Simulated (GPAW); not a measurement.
## TiO2 (Anatase): G0W0 on several meshes in GPAW

How does the mesh move the gap of TiO2 (Anatase)?

Calculated with GPAW 26.7.0; LDA and many-body steps on it, plane waves.

Report form: the programs' logs are mostly left out.

### 1. Set-up

It takes space group I4_1/amd (No. 141, tetragonal). The conventional cell has a = 3.784 Å, b = 3.784 Å, c = 9.515 Å, α = 90.00°, β = 90.00°, γ = 90.00°. Ti has 6 O at 1.93 to 1.98 Å nearest. Nearest to O lie 3 Ti at 1.93 to 1.98 Å. Farther neighbours and most contacts between anions are not listed.

Structure file:

```
Ti O
1.0
    -1.89210    1.89210    4.75730
     1.89210   -1.89210    4.75730
     1.89210    1.89210   -4.75730
Ti O
2 4
Cartesian
  0.0000 0.0000 0.0000
  0.0000 1.8921 2.3786
  0.0000 0.0000 1.9800
  0.0000 1.8921 4.3586
  0.0000 1.8921 0.3987
  0.0000 0.0000 7.5346
```

The cell and positions come from the Crystallography Open Database and are kept as given unless a step says otherwise.

### 2. Empty states on the mesh, 6×6×6 mesh, 239 bands

This step: GPAW 26.7.0; DFT, LDA, plane waves, PAW.

The sums over transitions need many empty states on a uniform mesh; this step solves for them.

Input file run.py:

```python
import json
import numpy as np
from gpaw.mpi import world
from gpaw import GPAW

calc = GPAW('gs.gpw').fixed_density(kpts={'size': (6, 6, 6), 'gamma': True},
    parallel={'domain': 1, 'band': 1},
    txt='nscf.txt')
calc.diagonalize_full_hamiltonian(nbands=239)
calc.write('full.gpw', mode='all')
res = {}
kpts = calc.get_ibz_k_points()
res['kpts'] = kpts
res['eigenvalues'] = [calc.get_eigenvalues(kpt=k) for k in range(len(kpts))]
res['n_electrons'] = calc.get_number_of_electrons()

if world.rank == 0:
    with open('result.json', 'w') as f:
        json.dump(res, f, default=lambda x: x.tolist())
```

Launch:

```bash
$ mpirun -n 8 gpaw python run.py
```

Elapsed: 57 s, on 8 MPI ranks of Arm Neoverse V2, shared host; peak memory 5.3 GiB.

Numbers from this step:

* gap: 2.069 eV
* k of the valence top: 0.5, 0.5, 0
* k of the conduction bottom: 0, 0, 0
* least direct gap: 2.388 eV
* k points computed: 30
* lowest point of the top converged band, above the valence top: 113.9824 eV

On this mesh the gap is 2.069 eV.

### 3. 6×6×6

G0W0 replaces the xc potential by the self-energy, built once from these orbitals. Only a window of levels is corrected, while the sums run over the empty bands that the input names.

This step: G0W0 on LDA, plane waves, PAW.

Input file run.py:

```python
import json
import numpy as np
from gpaw.mpi import world
from gpaw.response.g0w0 import G0W0

gw = G0W0('full.gpw',
    filename='gw',
    kpts=[0, 14, 26],
    bands=(22, 26),
    ecut=78,
    nbands=106,
    integrate_gamma='WS',
    ppa=True)
gw.calculate()
res = {mode: {k: v for k, v in r.items() if k != 'sigma_eskwn'}
       for mode, r in gw.all_results.items()}

if world.rank == 0:
    with open('result.json', 'w') as f:
        json.dump(res, f, default=lambda x: x.tolist())
```

Launch:

```bash
$ mpirun -n 8 gpaw python run.py
```

It took 5.7 min on 8 MPI ranks; peak memory 5.5 GiB.

This step gave:

| Property | Result |
| --- | --- |
| G0W0 gap on the points computed | 3.967 eV |
| least direct G0W0 gap on the computed points | 4.308 eV |
| Z at the valence top | 0.7574 |
| Z at the conduction bottom | 0.7769 |
| starting gap on the mesh | 2.069 eV |
| k of the valence top | 0.5, 0.5, 0 |
| k of the conduction bottom | 0, 0, 0 |

The gap on the mesh goes from 2.07 eV to 3.97 eV, a correction of +1.90 eV.

### 4. Empty states on the mesh, 4×4×4 mesh, 116 bands

This step: DFT, LDA, plane waves, PAW.

Input file run.py:

```python
import json
import numpy as np
from gpaw.mpi import world
from gpaw import GPAW

calc = GPAW('gs.gpw').fixed_density(kpts={'size': (4, 4, 4), 'gamma': True},
    nbands=135,
    convergence={'bands': 116},
    txt='nscf.txt')
calc.write('full.gpw', mode='all')
res = {}
kpts = calc.get_ibz_k_points()
res['kpts'] = kpts
res['eigenvalues'] = [calc.get_eigenvalues(kpt=k) for k in range(len(kpts))]
res['n_electrons'] = calc.get_number_of_electrons()

if world.rank == 0:
    with open('result.json', 'w') as f:
        json.dump(res, f, default=lambda x: x.tolist())
```

Launch:

```bash
$ mpirun -n 8 gpaw python run.py
```

Run time: 20 s. Hardware: 8 MPI ranks; peak memory 2.1 GiB; 2.7 min of CPU time.

Numbers from this step:

```yaml
gap: 2.069 eV
k_of_the_valence_top: 0.5, 0.5, 0
k_of_the_conduction_bottom: 0, 0, 0
least_direct_gap: 2.376 eV
k_points_computed: 13
lowest_point_of_the_top_converged_band_above_the_valence_top: 60.5906 eV
```

On this mesh the gap is 2.069 eV.

### 5. 4×4×4

This step: G0W0 on LDA, plane waves, PAW.

Input file run.py:

```python
import json
import numpy as np
from gpaw.mpi import world
from gpaw.response.g0w0 import G0W0

gw = G0W0('full.gpw',
    filename='gw',
    kpts=[0, 4, 10],
    bands=(22, 26),
    ecut=78,
    nbands=106,
    integrate_gamma='WS',
    ppa=True)
gw.calculate()
res = {mode: {k: v for k, v in r.items() if k != 'sigma_eskwn'}
       for mode, r in gw.all_results.items()}

if world.rank == 0:
    with open('result.json', 'w') as f:
        json.dump(res, f, default=lambda x: x.tolist())
```

Launch:

```bash
$ mpirun -n 8 gpaw python run.py
```

Elapsed: 54 s, on 8 MPI ranks; peak memory 2.7 GiB; 7.2 min of CPU time.

Numbers from this step:

```yaml
g0w0_gap_on_the_points_computed: 3.976 eV
least_direct_g0w0_gap_on_the_computed_points: 4.297 eV
z_at_the_valence_top: 0.7578
z_at_the_conduction_bottom: 0.7767
starting_gap_on_the_mesh: 2.069 eV
k_of_the_valence_top: 0.5, 0.5, 0
k_of_the_conduction_bottom: 0, 0, 0
```

Against G0W0 in GPAW (6×6×6 mesh, 106 bands, screening to 78 eV, Godby-Needs plasmon pole), the gap moves by +0.009 eV.

### 6. The runs together

Times are wall times on 8 MPI ranks of Arm Neoverse V2, shared host, good to a factor of about two.

```csv
run,mesh,bands,screening cutoff (eV),DFT gap (eV),gap on the mesh (eV),direct (eV),time
6×6×6,6×6×6,106,78,2.069,3.967,4.308,5.7 min
4×4×4,4×4×4,106,78,2.069,3.976,4.297,54 s
```

### 7. Outcome

* 6×6×6: 3.967 eV
* 4×4×4: 3.976 eV
* known limits: not at the basis limit

4×4×4: +0.009 eV against 6×6×6. Bands and cutoff are finite, so the gap is not at the basis limit. The miss can reach some tenths of an eV and take either sign; the mesh is an error of its own. These stock PAW sets were not made for GW. In the G0W0 runs levels were corrected at 3 k points alone, so a gap called «on the mesh» is the least over those, and an edge elsewhere would be missed.

[Paths, hosts, dates, memory and timing lines, banners, echoed tables and standing remarks are left out of the program output.]

[Logs are printed without paths, hosts, clocks, repeated set-up lines and the standing remarks that a program may print on its own settings, such as how far it seeks lower states.]

[Runs of the session that timed out or met a known fault of the program may be left out.]

[Hosts, paths, dates, database ids (printed as entryN), source tags and the programs' standing remarks are cut or masked in the printed files.]
